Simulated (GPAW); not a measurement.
**Dielectric function and optical constants of MgB2**

Aim: the dielectric function of MgB2, and the optical constants that follow from it.

Program: GPAW 26.7.0. Level of theory: DFT, PBE, plane-wave PAW (GPAW data sets), scalar-relativistic, RPA, optical limit. Results are calculated unless marked as measured.

## Step 1: The structure

The structure is hexagonal, space group P6/mmm (No. 191). The conventional cell has a = 3.085 Å, b = 3.085 Å, c = 3.523 Å, α = 90.00°, β = 90.00°, γ = 120.00°. Nearest to Mg lie 12 B at 2.51 Å. Nearest to B lie 3 B at 1.78 Å and 6 Mg at 2.51 Å. Farther neighbours are not listed.

As a file:

```cif
data_structure
_symmetry_space_group_name_H-M 'P6/mmm'
_symmetry_Int_Tables_number 191
_cell_length_a 3.0850
_cell_length_b 3.0850
_cell_length_c 3.5230
_cell_angle_alpha 90.000
_cell_angle_beta 90.000
_cell_angle_gamma 120.000
_cell_volume 29.04
loop_
_atom_site_label
_atom_site_type_symbol
_atom_site_symmetry_multiplicity
_atom_site_Wyckoff_symbol
_atom_site_fract_x
_atom_site_fract_y
_atom_site_fract_z
_atom_site_occupancy
Mg1 Mg 1 a 0.00000 0.00000 0.00000 1
B1 B 2 d 0.66667 0.33333 0.50000 1
```

## Step 2: Ground state

First the ground state: is it a metal or has it a gap?

This step: DFT, PBE, plane-wave PAW (GPAW data sets), scalar-relativistic, ground state (GPAW 26.7.0).

gs.py

```python
from ase import Atoms
from ase.dft.bandgap import bandgap
from gpaw import GPAW, PW, FermiDirac

atoms = Atoms(['Mg', 'B', 'B'],
              cell=[[3.085000000000, 0.000000000000, 0.000000000000],
                    [-1.542500000000, 2.671688370700, 0.000000000000],
                    [0.000000000000, 0.000000000000, 3.523000000000]],
              scaled_positions=[[0.000000000000, 0.000000000000, 0.000000000000],
                                [0.666666666700, 0.333333333300, 0.500000000000],
                                [0.333333333300, 0.666666666700, 0.500000000000]],
              pbc=[True, True, True])
atoms.calc = GPAW(mode=PW(500), xc='PBE', kpts={'size': (9, 9, 6), 'gamma': True},
                  occupations=FermiDirac(0.05), maxiter=150, txt='gs.txt')
print('energy (eV)', atoms.get_potential_energy())
print('Fermi level (eV)', atoms.calc.get_fermi_level())
print('valence electrons', atoms.calc.get_number_of_electrons())
print('gap (eV)', bandgap(atoms.calc, output=None)[0])
print('direct gap (eV)', bandgap(atoms.calc, direct=True, output=None)[0])
atoms.calc.write('gs.gpw')
```

Run with:

```
$ OMP_NUM_THREADS=1 python gs.py
```

Numbers of over 12 decimals in the logs are rounded to 6 here.

What it wrote:

```text
__  _  _
 | _ |_)|_||  |
 |__||  | ||/\| - 26.7.0

Versions:
  Python: 3.12.14
  ASE:    3.29.0
  Numpy:  2.5.5
  Scipy:  1.18.1
  Libxc:  7.0.0

Input parameters:
  mode=PW(ecut=500.0),
  kpts=MonkhorstPack(size=(9, 9, 6), gamma=True),
  maxiter=150,
  occupations=Occupations(name='fermi-dirac', width=0.05, fixmagmom=False),
  xc=XC(name='PBE')

Diagonalizing LCAO Hamiltonian
Converting LCAO to pw mode

         B  B

       Mg

Atoms  # Å, Bohr magnetons
|   | symbol |         x |        y |        z |    initial magnetic moments |
| 0 |     Mg |  0.000000 | 0.000000 | 0.000000 | ( 0.0000,  0.0000,  0.0000) |
| 1 |      B |  1.542500 | 0.890563 | 1.761500 | ( 0.0000,  0.0000,  0.0000) |
| 2 |      B | -0.000000 | 1.781126 | 1.761500 | ( 0.0000,  0.0000,  0.0000) |

Unit cell  # Å
| periodic |         x |        y |        z |  lengths |     angles |
|      yes |  3.085000 | 0.000000 | 0.000000 | 3.085000 |  90.000000 |
|      yes | -1.542500 | 2.671688 | 0.000000 | 3.085000 |  90.000000 |
|      yes |  0.000000 | 0.000000 | 3.523000 | 3.523000 | 120.000000 |

Number of symmetries: 24
Symmetry operations  # r_c * U_cc + t_c -> r_c
|    | kind |            matrix            |
|  0 |  σ   |  1, 1, 0,  0,-1, 0,  0, 0, 1 |
|  1 |  C2  |  1, 1, 0,  0,-1, 0,  0, 0,-1 |
|  2 |  C6  |  1, 1, 0, -1, 0, 0,  0, 0, 1 |
|  3 |  S6  |  1, 1, 0, -1, 0, 0,  0, 0,-1 |
|  4 |  E   |  1, 0, 0,  0, 1, 0,  0, 0, 1 |
|  5 |  σ   |  1, 0, 0,  0, 1, 0,  0, 0,-1 |
|  6 |  σ   |  1, 0, 0, -1,-1, 0,  0, 0, 1 |
|  7 |  C2  |  1, 0, 0, -1,-1, 0,  0, 0,-1 |
|  8 |  σ   |  0, 1, 0,  1, 0, 0,  0, 0, 1 |
|  9 |  C2  |  0, 1, 0,  1, 0, 0,  0, 0,-1 |
| 10 |  C3  |  0, 1, 0, -1,-1, 0,  0, 0, 1 |
| 11 |  S3  |  0, 1, 0, -1,-1, 0,  0, 0,-1 |
| 12 |  C6  |  0,-1, 0,  1, 1, 0,  0, 0, 1 |
| 13 |  S6  |  0,-1, 0,  1, 1, 0,  0, 0,-1 |
| 14 |  σ   |  0,-1, 0, -1, 0, 0,  0, 0, 1 |
| 15 |  C2  |  0,-1, 0, -1, 0, 0,  0, 0,-1 |
| 16 |  σ   | -1, 0, 0,  1, 1, 0,  0, 0, 1 |
| 17 |  C2  | -1, 0, 0,  1, 1, 0,  0, 0,-1 |
| 18 |  C2  | -1, 0, 0,  0,-1, 0,  0, 0, 1 |
| 19 |  i   | -1, 0, 0,  0,-1, 0,  0, 0,-1 |
| 20 |  C3  | -1,-1, 0,  1, 0, 0,  0, 0, 1 |
| 21 |  S3  | -1,-1, 0,  1, 0, 0,  0, 0,-1 |
| 22 |  σ   | -1,-1, 0,  0, 1, 0,  0, 0, 1 |
| 23 |  C2  | -1,-1, 0,  0, 1, 0,  0, 0,-1 |

BZ-sampling:
  Number of BZ points: 486
  Number of IBZ points: 48

  Monkhorst-Pack size: [9, 9, 6]
  Monkhorst-Pack shift: [0.0, 0.0, 0.083333]

K-points  # in reciprocal-cell coordinates
|     |                                coordinates |     weight |
|   0 | (  0.00000000,   0.00000000,   0.00000000) | 0.00205761 |
|   1 | (  0.00000000,   0.00000000,   0.16666667) | 0.00411523 |
|   2 | (  0.00000000,   0.00000000,   0.33333333) | 0.00411523 |
|   3 | (  0.00000000,   0.00000000,   0.50000000) | 0.00205761 |
|   4 | (  0.11111111,   0.00000000,   0.00000000) | 0.01234568 |
|   5 | (  0.11111111,   0.00000000,   0.16666667) | 0.02469136 |
|   6 | (  0.11111111,   0.00000000,   0.33333333) | 0.02469136 |
|   7 | (  0.11111111,   0.00000000,   0.50000000) | 0.01234568 |
|   8 | (  0.22222222,  -0.11111111,   0.00000000) | 0.01234568 |
|   9 | (  0.22222222,  -0.11111111,   0.16666667) | 0.02469136 |
| ... |                                            |            |
|  47 | (  0.44444444,   0.44444444,   0.50000000) | 0.01234568 |

Plane wave coefficients: 763
Cutoff: 500.0 eV

Spin-components: 1 (collinear spins)
Bands:           14
Projectors:      15
Spin-degeneracy: 2
Datatype:        complex128

Parallelization:
  kpt:    1
  domain: 1
  band:   1

Density:
  Valence electrons: 16.0
  Components: 1
  Grid points: [16 16 20]
  Charge: 0.0  # |e|

Potential:
  Grid points: [16 16 20]

species:
  Mg:
    name:    Magnesium
    id:
    Z:       12.0
    valence: 10
    core:    2
    charge:  0.0  # [|e|]
    compensation charges:
      type: gauss
      rc: 0.33  # [Å]
      lmax: 2
    cutoffs:
      filter: 1.86  # [Å]
      core: 0.54  # [Å]
    projectors
    | kind |    occ | energy [eV] | rcut [Å] |
    |   2s |  2.000 |     -79.840 |    1.090 |
    |   3s |  2.000 |      -4.705 |    1.090 |
    |   2p |  6.000 |     -46.613 |    1.085 |
    |   3p |  0.000 |      -1.330 |    1.085 |
    |    d |        |       0.000 |    1.037 |

    Using partial waves for Mg as LCAO basis

  B:
    name:    Boron
    id:
    Z:       5.0
    valence: 3
    core:    2
    charge:  0.0  # [|e|]
    compensation charges:
      type: gauss
      rc: 0.20  # [Å]
      lmax: 2
    cutoffs:
      filter: 1.14  # [Å]
      core: 1.38  # [Å]
    projectors
    | kind |    occ | energy [eV] | rcut [Å] |
    |   2s |  2.000 |      -9.443 |    0.635 |
    |   2p |  1.000 |      -3.606 |    0.635 |
    |    s |        |      17.768 |    0.635 |
    |    p |        |      23.605 |    0.635 |
    |    d |        |       0.000 |    0.635 |

    Using partial waves for B as LCAO basis

Reference energy: -6788.624023  # eV

eigensolver:
  PPCG
  Converge bands: occupied
  niter=2

density mixing:
  MSR1-Mixer
  Pratt-step length: 0.05
  Maximum mixing coefficient: 0.75
  Old densities: 10
  SVD Regularization: 0.005
  Good broyden scale: 1.0
  Trust region scale: 1.0
  Backstep threshold: 4.0
  History deletion threshold: 6.0
  Fourier metric: weight=20.0, sigma=0.015

occupation numbers:
  Fermi-Dirac:
    width: 0.0500  # eV

poisson solver:
  ecut: 4000.0  # eV

xc functional:
  name: PBE with 2 nearest neighbor stencil

convergence criteria:
- Maximum [total energy] change in last 3 cyles: 0.0005 eV / valence electron
- Maximum integral of absolute [dens]ity change: 0.0001 electrons / valence electron
- Maximum integral of absolute [eigenst]ate change: 4e-08 eV^2 / valence electron
maximum number of iterations: 150

SCF iterations
|iter     |      energy | eigst |  dens |
|iter:   1||  -16.848988 | +0.10 |       |
|iter:   2||  -16.577110 | -1.99 | -0.95 |
|iter:   3||  -15.401288 | -0.83 | -0.98 |
|iter:   4||  -15.394494 | -2.97 | -1.75 |
|iter:   5||  -15.396089c| -3.57 | -2.07 |
|iter:   6||  -15.395988c| -4.63 | -2.91 |
|iter:   7||  -15.395998c| -5.73 | -3.49 |
|iter:   8||  -15.395995c| -7.43c| -4.24c|

Converged in 8 steps
SCF loop duration: 6.119 s (0.765 s/step)
Energy contributions relative to reference atoms: (reference = -6788.624023)

Energy contributions:
  Kinetic:          10.336507
  Coulomb:          -6.413152
  Zero:             -0.034405
  External:          0.000000
  Xc:              -19.281082
  Entropy:          -0.007727
  Spinorbit:         0.000000
  ----------------------------
  Free energy:     -15.399859
  Extrapolated:    -15.395995

dipole moment: (-2.214938, -3.836385, -5.058817)  # |e|*Ang

Fermi level: 7.125
Eigenvalues  # (at kpt = [0.000, 0.000, 0.000])
| band index |      eig [eV] | occ [0-2] |
|          0 |       -68.066 |     2.000 |
|          1 |       -34.837 |     2.000 |
|          2 |       -34.837 |     2.000 |
|          3 |       -34.824 |     2.000 |
|          4 |        -5.207 |     2.000 |
|          5 |         4.271 |     2.000 |
|          6 |         7.547 |     0.000 |
|          7 |         7.547 |     0.000 |
|          8 |         8.876 |     0.000 |
|          9 |        13.492 |     0.000 |
|         10 |        13.492 |     0.000 |
|         11 |        15.280 |     0.000 |
|         12 |        17.126 |     0.000 |
|         13 |        19.889 |     0.000 |

No gap
No difference between direct/indirect transitions

--- standard output ---
energy (eV) -15.395995
Fermi level (eV) 7.125193
valence electrons 16.0
gap (eV) 0.0
direct gap (eV) 0.0
```

Elapsed: 8.1 s, on 1 thread of Arm Neoverse V1, shared host; peak memory 0.14 GiB.

Read-outs, printed or worked out from the files:

- energy: -15.40 eV
- Fermi energy: 7.125 eV
- electrons: 16

There are states at the Fermi level within the smearing, so the occupations stay smeared and the carriers get a Drude term.

## Step 3: Bands for the response

At the fixed density, many empty bands are solved on the mesh of the response, since the spectrum sums over them.

This step: DFT, PBE, plane-wave PAW (GPAW data sets), scalar-relativistic, bands at fixed density (GPAW 26.7.0).

nscf.py

```python
from ase.dft.bandgap import bandgap
from gpaw import GPAW, FermiDirac

calc = GPAW('gs.gpw').fixed_density(kpts={'size': (18, 18, 12), 'gamma': True}, nbands=30, convergence={'bands': 24},
                                    occupations=FermiDirac(0.05), txt='nscf.txt')
print('gap (eV)', bandgap(calc, output=None)[0])
print('direct gap (eV)', bandgap(calc, direct=True, output=None)[0])
print('top band over the Fermi level (eV)', min(calc.get_eigenvalues(kpt=k)[23] for k in range(len(calc.get_ibz_k_points()))) - calc.get_fermi_level())
calc.write('full.gpw', mode='all')
```

Run with:

```
$ OMP_NUM_THREADS=1 python nscf.py
```

What it wrote:

```text
Diagonalizing LCAO Hamiltonian
Converting LCAO to pw mode
convergence criteria:
- Maximum integral of absolute [eigenst]ate change: 4e-08 eV^2 / valence electron
maximum number of iterations: 150

SCF iterations
|iter     |      energy | eigst |  dens |
|iter:   1||             | +2.64 |       |
|iter:   2||             | +1.05 |       |
|iter:   3||             | -0.29 |       |
|iter:   4||             | -2.39 |       |
|iter:   5||             | -3.68 |       |
|iter:   6||             | -5.75 |       |
|iter:   7||             | -6.95 |       |
|iter:   8||             | -7.66c|       |
SCF steps: 8
  __  _  _
 | _ |_)|_||  |
 |__||  | ||/\| - 26.7.0

Versions:
  Python: 3.12.14
  ASE:    3.29.0
  Numpy:  2.5.5
  Scipy:  1.18.1
  Libxc:  7.0.0

Input parameters:
  mode=PW(ecut=500.0),
  convergence={'bands': 24},
  gpts=array([16, 16, 20]),
  kpts=MonkhorstPack(size=(18, 18, 12), gamma=True),
  maxiter=150,
  nbands=30,
  occupations=Occupations(name='fermi-dirac', width=0.05, fixmagmom=False),
  parallel={},
  xc=XC(name='PBE')

--- standard output ---
gap (eV) 0.0
direct gap (eV) 0.0
top band over the Fermi level (eV) 23.060384
```

The job ended after 67 s (1 thread; peak memory 0.27 GiB).

(Part 1 of 2 ends here.)

[Machine, clock and banner lines and Python warnings are left out of the logs.]

[Logs are printed without paths, hosts, clocks, repeated set-up lines and the standing remarks that a program may print on its own settings, such as how far it seeks lower states.]

[Hosts, paths, dates, database ids (printed as entryN), source tags and the programs' standing remarks are cut or masked in the printed files.]
